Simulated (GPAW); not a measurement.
# Ballistic transport through a W chain with one Li atom in line, from relaxation to T(E)

How well does a W chain with one Li atom in line conduct once its atoms have relaxed, and how much do cheaper levels lose?

Program: GPAW 26.7.0. Level of theory: GPAW LCAO, PAW setups; relaxation of the junction within the symmetry of its start, lead ends held, in the first sound run; inputs show where later runs differ. Results are calculated unless marked as measured.

## (1) The structure

The cell holds 17 atoms: 16 W and 1 Li. Its edges and angles: a = 9.000 Å, b = 9.000 Å, c = 38.702 Å, α = 90.0°, β = 90.0°, γ = 90.0°. Regions: left lead, 8 atoms (8 W); channel, 1 atom (1 Li); right lead, 8 atoms (8 W). Vacuum lies along a and b. The structure is stacked along c, and the current runs across the ab planes.

## (2) Relaxation

Transmission follows bond lengths closely, so the atoms between the held lead ends are relaxed first, within whatever symmetry the start has.

Contents of run.py:

```python
import json
from ase import Atoms
from ase.constraints import FixAtoms
from ase.optimize import BFGS
from gpaw import GPAW, FermiDirac

device = Atoms(
    ['W', 'W', 'W', 'W', 'W', 'W', 'W', 'W', 'Li', 'W', 'W', 'W', 'W', 'W', 'W', 'W', 'W'],
    positions=[
        [4.50000, 4.50000, 1.12500],
        [4.50000, 4.50000, 3.37500],
        [4.50000, 4.50000, 5.62500],
        [4.50000, 4.50000, 7.87500],
        [4.50000, 4.50000, 10.12500],
        [4.50000, 4.50000, 12.37500],
        [4.50000, 4.50000, 14.62500],
        [4.50000, 4.50000, 16.87500],
        [4.50000, 4.50000, 19.35080],
        [4.50000, 4.50000, 21.82660],
        [4.50000, 4.50000, 24.07660],
        [4.50000, 4.50000, 26.32660],
        [4.50000, 4.50000, 28.57660],
        [4.50000, 4.50000, 30.82660],
        [4.50000, 4.50000, 33.07660],
        [4.50000, 4.50000, 35.32660],
        [4.50000, 4.50000, 37.57660]],
    cell=[[9.0, 0.0, 0.0], [0.0, 9.0, 0.0], [0.0, 0.0, 38.7016]],
    pbc=True)

device.set_constraint(FixAtoms([0, 1, 2, 3, 4, 5, 6, 10, 11, 12, 13, 14, 15, 16]))
device.calc = GPAW(mode='lcao', basis='dzp', xc='PBE', h=0.18,
                   kpts={'size': (1, 1, 2), 'gamma': True},
                   symmetry={'tolerance': 1e-3, 'extra_ids': [1, 1, 1, 1, 1, 1, 1, 0, 0, 0, 1, 1, 1, 1, 1, 1, 1]},
                   occupations=FermiDirac(0.1), maxiter=250,
                   mixer=dict(beta=0.1, nmaxold=8, weight=100.0),
                   convergence=dict(density=0.0001), txt='relax.txt')
path = []
opt = BFGS(device, maxstep=0.15)
opt.attach(lambda: path.append((device.get_potential_energy(), device.positions.tolist(), device.get_forces().tolist())))
relaxed = bool(opt.run(fmax=0.05, steps=50))
json.dump(dict(relaxed=relaxed, path=path, positions=device.positions.tolist(), moments=device.get_magnetic_moments().tolist(),
               forces=device.get_forces(apply_constraint=False).tolist()), open('result.json', 'w'))
```

Run with:

```console
OMP_NUM_THREADS=1 OPENBLAS_NUM_THREADS=1 python run.py
```

Log:

```text
Step          Energy          fmax
BFGS:    0      -84.356176        3.035750
BFGS:    1      -84.581334        2.109455
BFGS:    2      -84.743164        0.694552
BFGS:    3      -84.756695        0.136091
BFGS:    4      -84.757234        0.005286
```

Elapsed: 11 min, on 1 thread of Arm Neoverse V2, shared host; peak memory 2 GiB.

The steps of the relaxation:

| step | energy less that of the first step (eV) | largest force (eV/Å) |
| --- | --- | --- |
| 1 | 0.0000 | 3.0358 |
| 2 | -0.2406 | 2.1095 |
| 3 | -0.4385 | 0.6946 |
| 4 | -0.4430 | 0.1361 |
| 5 | -0.4451 | 0.0053 |

The atoms that moved most (Å):

| atom | dx | dy | dz | length |
| --- | --- | --- | --- | --- |
| W8 | 0.000 | 0.000 | -0.122 | 0.122 |
| W10 | 0.000 | 0.000 | 0.122 | 0.122 |

The relaxation lowered the energy of the cell by 0.445 eV (energies extrapolated to zero smearing; the optimiser's log prints free energies). The largest force left on a free atom is 0.0053 eV/Å.

## (3) Double-zeta polarised basis

Localised orbitals split the wire into layers that couple to their neighbours alone, which is what the Green's function method needs; double zeta with polarisation is the usual level for numbers.

This step: GPAW LCAO, PAW setups; Landauer transmission from Green's functions with principal layers (ASE), zero bias (GPAW 26.7.0).

Contents of run.py:

```python
import json
import numpy as np
from ase import Atoms
from ase.transport.calculators import TransportCalculator
from gpaw import GPAW, FermiDirac
from gpaw.lcao.tools import get_lcao_hamiltonian
from scipy.linalg import eigh

# The junction with lead layers at both ends, along the third cell vector
device = Atoms(
    ['W', 'W', 'W', 'W', 'W', 'W', 'W', 'W', 'Li', 'W', 'W', 'W', 'W', 'W', 'W', 'W', 'W'],
    positions=[
        [4.50000, 4.50000, 1.12500],
        [4.50000, 4.50000, 3.37500],
        [4.50000, 4.50000, 5.62500],
        [4.50000, 4.50000, 7.87500],
        [4.50000, 4.50000, 10.12500],
        [4.50000, 4.50000, 12.37500],
        [4.50000, 4.50000, 14.62500],
        [4.50000, 4.50000, 16.75333],
        [4.50000, 4.50000, 19.35080],
        [4.50000, 4.50000, 21.94827],
        [4.50000, 4.50000, 24.07660],
        [4.50000, 4.50000, 26.32660],
        [4.50000, 4.50000, 28.57660],
        [4.50000, 4.50000, 30.82660],
        [4.50000, 4.50000, 33.07660],
        [4.50000, 4.50000, 35.32660],
        [4.50000, 4.50000, 37.57660]],
    cell=[[9.0, 0.0, 0.0], [0.0, 9.0, 0.0], [0.0, 0.0, 38.7016]],
    pbc=True)

# One principal layer of the lead: the first 5 atoms of the device
lead = Atoms(
    ['W', 'W', 'W', 'W', 'W'],
    positions=[
        [4.50000, 4.50000, 1.12500],
        [4.50000, 4.50000, 3.37500],
        [4.50000, 4.50000, 5.62500],
        [4.50000, 4.50000, 7.87500],
        [4.50000, 4.50000, 10.12500]],
    cell=[[9.0, 0.0, 0.0], [0.0, 9.0, 0.0], [0.0, 0.0, 11.25]],
    pbc=True)

settings = dict(mode='lcao', basis='dzp', xc='PBE', h=0.2,
                occupations=FermiDirac(0.1), maxiter=250,
                mixer=dict(beta=0.1, nmaxold=8, weight=100.0),
                convergence=dict(density=0.0001))
energies = np.arange(-2, 2 + 1e-9, 0.025)
eta = 0.0001
n1, n2 = 1, 1
# k and -k transmit alike, so half of the mesh across the current serves
mesh = [(i, j) for i in range(n1) for j in range(n2) if (i, j) <= (-i % n1, -j % n2)]
weights = np.array([1 if (i, j) == (-i % n1, -j % n2) else 2 for i, j in mesh]) / (n1 * n2)

# [... helper functions left out ...]
fermi_lead = ground_state(lead, (1, 1, 10), 'lead.txt')
fermi_device = ground_state(device, (1, 1, 2), 'device.txt')
# [... loop over the mesh left out, but for ...]
        # Shift the lead onto the potential of the device's first layer
        shift = ((H[:, 0, 0] - H0[:, 0, 0]) / S0[0, 0]).real.mean()
# [...]
kT = 8.617333e-5 * 300
bias = [0.1, 0.2, 0.5, 1.0, 1.5, 2.0]
# [... integrals and printing left out ...]
```

Log:

```text
basis functions: device 469, principal layer 145
Fermi level: lead -2.6609 eV, device -2.5995 eV; lead shifted by -0.0252 eV
largest coupling past the next layer 7.88e-06 eV, largest misfit of the first layer 0.067 eV
  E-E_F (eV)   T (one spin)  [channel counts left out]
    -2.000    9.3117e-02
    -1.975    9.6201e-02
    -1.950    9.9318e-02
    -1.925    1.0244e-01
    -1.900    1.0554e-01
    -1.875    1.0859e-01
    -1.850    1.1153e-01
    -1.825    1.1433e-01
    -1.800    1.1693e-01
    -1.775    1.1917e-01
    -1.750    1.2173e-01
    -1.725    1.2347e-01
    -1.700    1.2499e-01
    -1.675    1.2621e-01
    -1.650    1.2710e-01
    -1.625    1.2769e-01
[...]
1.825    2.6997e-01
     1.850    2.6674e-01
     1.875    2.6347e-01
     1.900    2.6011e-01
     1.925    2.5666e-01
     1.950    2.5312e-01
     1.975    2.4950e-01
     2.000    2.4576e-01
conductance at 300 K: 0.26264 G0 a cell; thermopower -4.066 uV/K
current from the zero-bias T(E) at 0.1 V: 2.0354 uA
current from the zero-bias T(E) at 0.2 V: 4.0735 uA
current from the zero-bias T(E) at 0.5 V: 10.227 uA
current from the zero-bias T(E) at 1.0 V: 20.664 uA
current from the zero-bias T(E) at 1.5 V: 31.243 uA
current from the zero-bias T(E) at 2.0 V: 42.017 uA
```

Wall time 3.7 min (1 thread); peak memory 1.5 GiB.

Numbers from this step:

* conductance: 0.2626 G₀
* largest coupling past the next principal layer: 7.88e-6 eV
* largest misfit of the first principal layer: 0.06653 eV
* shift that aligns the lead: -0.02524 eV
* basis functions of the junction: 469
* basis functions of a principal layer: 145
* transmission at the Fermi level (one spin): 0.2625

One spin. Table of transmission, zone mean by energy, zero at the Fermi level:

energy (eV), transmission, zone mean and a bar:
```
   -2.000       0.09 
   -1.800       0.12 
   -1.600       0.13 #
   -1.400       0.12 
   -1.200       0.13 #
   -1.000       0.15 #
   -0.800       0.17 #
   -0.600       0.20 ##
   -0.400       0.22 ##
   -0.200       0.24 ##
    0.000       0.26 ##
    0.200       0.29 ###
    0.400       0.32 ###
    0.600       0.35 ####
    0.800       0.37 ####
    1.000       0.43 #####
    1.200       0.53 ######
    1.400       0.73 #########
    1.600       2.15 ##############################
    1.800       0.27 ###
    2.000       0.25 ##
```

Not self-consistent under bias; the bias window is split evenly. The current through one cell, from the zero-bias transmission by bias:

| bias (V) | current through one cell, from the zero-bias transmission (μA) |
| --- | --- |
| 0.100 | 2.04 |
| 0.200 | 4.07 |
| 0.500 | 10.2 |
| 1.000 | 20.7 |
| 1.500 | 31.2 |
| 2.000 | 42.0 |

Table of transmission of the three most open eigenchannels by energy, zero at the Fermi level:

| energy (eV) | channel 1 | channel 2 | channel 3 |
| --- | --- | --- | --- |
| -2.000 | 0.0901 | 0.00129 | 0.00129 |
| -1.900 | 0.102 | 0.00145 | 0.00145 |
| -1.800 | 0.113 | 0.00163 | 0.00163 |
| -1.700 | 0.121 | 0.00183 | 0.00183 |
| -1.600 | 0.124 | 0.00203 | 0.00203 |
| -1.500 | 0.122 | 0.00224 | 0.00224 |
| -1.400 | 0.120 | 0.00243 | 0.00243 |
| -1.300 | 0.119 | 0.00261 | 0.00261 |
| -1.200 | 0.122 | 0.00279 | 0.00279 |
| -1.100 | 0.129 | 0.00298 | 0.00298 |
| -1.000 | 0.140 | 0.00321 | 0.00321 |
| -0.900 | 0.153 | 0.00349 | 0.00349 |
| -0.800 | 0.166 | 0.00386 | 0.00386 |
| -0.700 | 0.180 | 0.00434 | 0.00434 |
| -0.600 | 0.189 | 0.00496 | 0.00496 |
| -0.500 | 0.197 | 0.00575 | 0.00575 |
| -0.400 | 0.204 | 0.00676 | 0.00676 |
| -0.300 | 0.210 | 0.00800 | 0.00800 |
| -0.200 | 0.217 | 0.00948 | 0.00948 |
| -0.100 | 0.226 | 0.0112 | 0.0112 |
| 0.000 | 0.236 | 0.0131 | 0.0131 |
| 0.100 | 0.247 | 0.0151 | 0.0151 |
| 0.200 | 0.258 | 0.0172 | 0.0172 |
| 0.300 | 0.269 | 0.0195 | 0.0195 |
| 0.400 | 0.278 | 0.0220 | 0.0220 |
| 0.500 | 0.284 | 0.0250 | 0.0250 |
| 0.600 | 0.288 | 0.0289 | 0.0289 |
| 0.700 | 0.290 | 0.0340 | 0.0340 |
| 0.800 | 0.291 | 0.0413 | 0.0413 |
| 0.900 | 0.291 | 0.0516 | 0.0516 |
| 1.000 | 0.292 | 0.0663 | 0.0663 |
| 1.100 | 0.293 | 0.0868 | 0.0868 |
| 1.200 | 0.295 | 0.115 | 0.115 |
| 1.300 | 0.296 | 0.154 | 0.154 |
| 1.400 | 0.299 | 0.217 | 0.217 |
| 1.500 | 0.356 | 0.356 | 0.295 |
| 1.600 | 0.927 | 0.927 | 0.290 |
| 1.700 | 0.282 | 0.00195 | 1.2e-5 |
| 1.800 | 0.271 | 0.00219 | 1.6e-5 |
| 1.900 | 0.258 | 0.00247 | 9.5e-9 |
| 2.000 | 0.243 | 0.00278 | 9.4e-9 |

Couplings past the next layer reach 7.9e-6 eV, small enough to drop; the matrix elements of the cell's first layer differ from the bulk lead's by up to 0.067 eV. That layer keeps its own values in the calculation, and only beyond it is the lead taken as perfect. The Fermi levels of lead and junction count from different zeros of potential, one for each periodic cell; with both set to zero, the small remaining shift is what aligns them. Without spin-orbit coupling, which is large for these atoms, channel counts and T are those of the scalar-relativistic bands. By hand: G = 0.2626 × 77.48 μS = 20.3 μS, a resistance of 49.1 kΩ; at 0.1 V a linear junction would pass 2.03 μA, and the integral over the bias window gives 2.04 μA.

## (4) GPAW, szp: basis = "szp(dzp)"

The second zeta is dropped, the polarisation orbitals stay.

run.py, as its differences from that of step 3:

```diff
@@ -44,3 +44,3 @@
 
-settings = dict(mode='lcao', basis='dzp', xc='PBE', h=0.2,
+settings = dict(mode='lcao', basis='szp(dzp)', xc='PBE', h=0.2,
                 occupations=FermiDirac(0.1), maxiter=250,
```

Log:

```text
basis functions: device 260, principal layer 80
Fermi level: lead -2.6334 eV, device -2.5650 eV; lead shifted by -0.0276 eV
largest coupling past the next layer 7.88e-06 eV, largest misfit of the first layer 0.083 eV
  E-E_F (eV)   T (one spin)  [channel counts left out]
    -2.000    8.2793e-02
    -1.975    8.5778e-02
    -1.950    8.8822e-02
    -1.925    9.1894e-02
    -1.900    9.4960e-02
    -1.875    9.7988e-02
    -1.850    1.0094e-01
    -1.825    1.0378e-01
    -1.800    1.0644e-01
    -1.775    1.0878e-01
    -1.750    1.1128e-01
    -1.725    1.1332e-01
    -1.700    1.1515e-01
    -1.675    1.1671e-01
    -1.650    1.1800e-01
    -1.625    1.1900e-01
[...]
1.825    2.8179e-01
     1.850    2.7871e-01
     1.875    2.7553e-01
     1.900    2.7225e-01
     1.925    2.6889e-01
     1.950    2.6543e-01
     1.975    2.6189e-01
     2.000    2.5823e-01
conductance at 300 K: 0.26447 G0 a cell; thermopower -4.582 uV/K
current from the zero-bias T(E) at 0.1 V: 2.0496 uA
current from the zero-bias T(E) at 0.2 V: 4.1021 uA
current from the zero-bias T(E) at 0.5 V: 10.301 uA
current from the zero-bias T(E) at 1.0 V: 20.812 uA
current from the zero-bias T(E) at 1.5 V: 31.379 uA
current from the zero-bias T(E) at 2.0 V: 41.973 uA
```

Elapsed: 1.8 min, on 1 thread; peak memory 1.4 GiB.

Numbers from this step:

```yaml
conductance: 0.2645 G₀
largest_misfit_of_the_first_principal_layer: 0.08301 eV
shift_that_aligns_the_lead: -0.02756 eV
basis_functions_of_the_junction: 260
basis_functions_of_a_principal_layer: 80
transmission_at_the_fermi_level_one_spin: 0.2643
```

One spin. Transmission, zone mean against energy, zero at the Fermi level:

| energy (eV) | transmission, zone mean |
| --- | --- |
| -2.000 | 0.0828 |
| -1.800 | 0.106 |
| -1.600 | 0.120 |
| -1.400 | 0.119 |
| -1.200 | 0.121 |
| -1.000 | 0.138 |
| -0.800 | 0.165 |
| -0.600 | 0.192 |
| -0.400 | 0.213 |
| -0.200 | 0.235 |
| 0.000 | 0.264 |
| 0.200 | 0.299 |
| 0.400 | 0.331 |
| 0.600 | 0.354 |
| 0.800 | 0.377 |
| 1.000 | 0.420 |
| 1.200 | 0.505 |
| 1.400 | 0.675 |
| 1.600 | 1.49 |
| 1.650 | 2.22 |
| 1.800 | 0.285 |
| 2.000 | 0.258 |

Not self-consistent under bias; the bias window is split evenly. Table of current through one cell, from the zero-bias transmission by bias:

| bias (V) | current through one cell, from the zero-bias transmission (μA) |
| --- | --- |
| 0.100 | 2.05 |
| 0.200 | 4.10 |
| 0.500 | 10.3 |
| 1.000 | 20.8 |
| 1.500 | 31.4 |
| 2.000 | 42.0 |

Transmission of the three most open eigenchannels against energy, zero at the Fermi level:

| energy (eV) | channel 1 | channel 2 | channel 3 |
| --- | --- | --- | --- |
| -2.000 | 0.0803 | 0.00100 | 0.00100 |
| -1.900 | 0.0922 | 0.00115 | 0.00115 |
| -1.800 | 0.103 | 0.00131 | 0.00131 |
| -1.700 | 0.112 | 0.00149 | 0.00149 |
| -1.600 | 0.116 | 0.00167 | 0.00167 |
| -1.500 | 0.116 | 0.00185 | 0.00185 |
| -1.400 | 0.115 | 0.00202 | 0.00202 |
| -1.300 | 0.114 | 0.00219 | 0.00219 |
| -1.200 | 0.116 | 0.00237 | 0.00237 |
| -1.100 | 0.122 | 0.00257 | 0.00257 |
| -1.000 | 0.131 | 0.00282 | 0.00282 |
| -0.900 | 0.144 | 0.00312 | 0.00312 |
| -0.800 | 0.158 | 0.00352 | 0.00352 |
| -0.700 | 0.171 | 0.00402 | 0.00402 |
| -0.600 | 0.182 | 0.00466 | 0.00466 |
| -0.500 | 0.192 | 0.00546 | 0.00546 |
| -0.400 | 0.200 | 0.00646 | 0.00646 |
| -0.300 | 0.207 | 0.00766 | 0.00766 |
| -0.200 | 0.216 | 0.00906 | 0.00906 |
| -0.100 | 0.226 | 0.0107 | 0.0107 |
| 0.000 | 0.238 | 0.0124 | 0.0124 |
| 0.100 | 0.252 | 0.0143 | 0.0143 |
| 0.200 | 0.266 | 0.0163 | 0.0163 |
| 0.300 | 0.278 | 0.0184 | 0.0184 |
| 0.400 | 0.288 | 0.0208 | 0.0208 |
| 0.500 | 0.294 | 0.0237 | 0.0237 |
| 0.600 | 0.297 | 0.0274 | 0.0274 |
| 0.700 | 0.298 | 0.0322 | 0.0322 |
| 0.800 | 0.297 | 0.0388 | 0.0388 |
| 0.900 | 0.296 | 0.0479 | 0.0479 |
| 1.000 | 0.295 | 0.0605 | 0.0605 |
| 1.100 | 0.296 | 0.0779 | 0.0779 |
| 1.200 | 0.298 | 0.102 | 0.102 |
| 1.300 | 0.300 | 0.135 | 0.135 |
| 1.400 | 0.301 | 0.185 | 0.185 |
| 1.500 | 0.299 | 0.279 | 0.279 |
| 1.600 | 0.591 | 0.591 | 0.294 |
| 1.700 | 0.286 | 0.0504 | 0.0504 |
| 1.800 | 0.274 | 0.0112 | 1.5e-5 |
| 1.900 | 0.259 | 0.0134 | 2.5e-9 |
| 2.000 | 0.242 | 0.0159 | 2.4e-9 |

The conductance, 0.264 G₀, lies 0.7 % above that of the dzp run.

## (5) Minimal basis

One function for each valence shell of the setup, as for a first survey of a large system.

run.py, as its differences from that of step 4:

```diff
@@ -44,3 +44,3 @@
 
-settings = dict(mode='lcao', basis='szp(dzp)', xc='PBE', h=0.2,
+settings = dict(mode='lcao', basis='sz(dzp)', xc='PBE', h=0.2,
                 occupations=FermiDirac(0.1), maxiter=250,
```

Log:

```text
basis functions: device 209, principal layer 65
Fermi level: lead -2.6777 eV, device -2.5919 eV; lead shifted by -0.0344 eV
largest coupling past the next layer 7.88e-06 eV, largest misfit of the first layer 0.089 eV
  E-E_F (eV)   T (one spin)  [channel counts left out]
    -2.000    1.8868e-01
    -1.975    1.9310e-01
    -1.950    1.9750e-01
[...]
1.975    3.8100e-01
     2.000    3.7763e-01
conductance at 300 K: 0.38545 G0 a cell; thermopower -3.636 uV/K
current from the zero-bias T(E) at 0.1 V: 2.987 uA
current from the zero-bias T(E) at 0.2 V: 5.9773 uA
current from the zero-bias T(E) at 0.5 V: 14.994 uA
current from the zero-bias T(E) at 1.0 V: 30.179 uA
current from the zero-bias T(E) at 1.5 V: 45.146 uA
current from the zero-bias T(E) at 2.0 V: 59.275 uA
```

Wall time 81 s (1 thread); peak memory 1.4 GiB.

Numbers from this step:

```
conductance                                 : 0.3854 G₀
thermopower                                 : -3.636 μV/K
largest misfit of the first principal layer : 0.08917 eV
shift that aligns the lead                  : -0.03444 eV
basis functions of the junction             : 209
basis functions of a principal layer        : 65
transmission at the Fermi level (one spin)  : 0.3852
```

The conductance, 0.385 G₀, lies 47 % above that of the dzp run.

## (6) RPBE in the dzp basis: xc = "RPBE"

Back in the dzp basis, the functional changes from PBE to RPBE, to set the spread between functionals beside that between bases.

run.py, as its differences from that of step 5:

```diff
@@ -44,3 +44,3 @@
 
-settings = dict(mode='lcao', basis='sz(dzp)', xc='PBE', h=0.2,
+settings = dict(mode='lcao', basis='dzp', xc='RPBE', h=0.2,
                 occupations=FermiDirac(0.1), maxiter=250,
```

Log:

```text
basis functions: device 469, principal layer 145
Fermi level: lead -2.5811 eV, device -2.5181 eV; lead shifted by -0.0231 eV
largest coupling past the next layer 7.82e-06 eV, largest misfit of the first layer 0.067 eV
  E-E_F (eV)   T (one spin)  [channel counts left out]
    -2.000    9.1854e-02
    -1.975    9.4808e-02
    -1.950    9.7793e-02
[...]
1.975    2.5138e-01
     2.000    2.4762e-01
conductance at 300 K: 0.25659 G0 a cell; thermopower -4.164 uV/K
current from the zero-bias T(E) at 0.1 V: 1.9886 uA
current from the zero-bias T(E) at 0.2 V: 3.9805 uA
current from the zero-bias T(E) at 0.5 V: 10.003 uA
current from the zero-bias T(E) at 1.0 V: 20.272 uA
current from the zero-bias T(E) at 1.5 V: 30.74 uA
current from the zero-bias T(E) at 2.0 V: 41.424 uA
```

Wall time 3.7 min (1 thread); peak memory 1.5 GiB.

Numbers from this step:

```
conductance                                    : 0.2566 G₀
largest coupling past the next principal layer : 7.82e-6 eV
largest misfit of the first principal layer    : 0.06743 eV
shift that aligns the lead                     : -0.02315 eV
basis functions of the junction                : 469
basis functions of a principal layer           : 145
transmission at the Fermi level (one spin)     : 0.2564
```

The conductance, 0.257 G₀, lies 2.3 % below that of the dzp run.

[end of part 1 of 2]

[Logs are printed without paths, hosts, clocks, repeated set-up lines and the standing remarks that a program may print on its own settings, such as how far it seeks lower states.]

[Hosts, paths, dates, database ids (printed as entryN), source tags and the programs' standing remarks are cut or masked in the printed files.]
